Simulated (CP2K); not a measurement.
Two runs for the C K edge of 2-boryloxazole. Run A: CP2K XAS_TDP, all-electron GAPW, PBEh(45%), aug-cc-pVDZ, TDA, no relativity. Run B differs in one setting.

First lines with a strength over 0.0015. A:

| atom | energy (eV) | states | strength, one atom |
| --- | --- | --- | --- |
| C2 (bonded to B, N and O) | 281.76 | 1 | 0.0267 |
|  | 284.73 | 1 | 0.0367 |
|  | 286.34 | 1 | 0.0305 |
|  | 286.61 | 1 | 0.0026 |
|  | 286.94 | 1 | 0.0149 |
| C4 (bonded to C, N and H) | 282.52 | 1 | 0.0054 |
|  | 282.62 | 1 | 0.0505 |
|  | 285.19 | 1 | 0.0106 |
|  | 286.15 | 1 | 0.0025 |
|  | 286.48 | 1 | 0.0025 |
| C5 (bonded to C, O and H) | 282.12 | 1 | 0.0497 |
|  | 285.24 | 1 | 0.0096 |
|  | 286.06 | 1 | 0.0162 |
|  | 286.84 | 1 | 0.0122 |
|  | 287.27 | 1 | 0.0026 |

B:

| atom | energy (eV) | states | strength, one atom |
| --- | --- | --- | --- |
| C2 (bonded to B, N and O) | 287.37 | 1 | 0.0262 |
|  | 290.33 | 1 | 0.0360 |
|  | 291.94 | 1 | 0.0299 |
|  | 292.21 | 1 | 0.0026 |
|  | 292.55 | 1 | 0.0146 |
| C4 (bonded to C, N and H) | 288.34 | 1 | 0.0053 |
|  | 288.43 | 1 | 0.0495 |
|  | 291.00 | 1 | 0.0104 |
|  | 291.96 | 1 | 0.0024 |
|  | 292.29 | 1 | 0.0024 |
| C5 (bonded to C, O and H) | 287.84 | 1 | 0.0487 |
|  | 290.96 | 1 | 0.0094 |
|  | 291.78 | 1 | 0.0159 |
|  | 292.56 | 1 | 0.0120 |
|  | 292.99 | 1 | 0.0025 |

**Question.** Which was it: scalar relativity switched on, the basis, the functional, GW2X switched on?

GW2X switched on. GW2X shifts an atom's lines together and keeps their spacings. Against PBEh(45%) in aug-cc-pVDZ, the leading lines move by +5.61 eV (C2, to 287.37), +5.81 eV (C4, to 288.43) and +5.72 eV (C5, to 287.84).

[Hosts, paths, dates, database ids (printed as entryN), source tags and the programs' standing remarks are cut or masked in the printed files.]
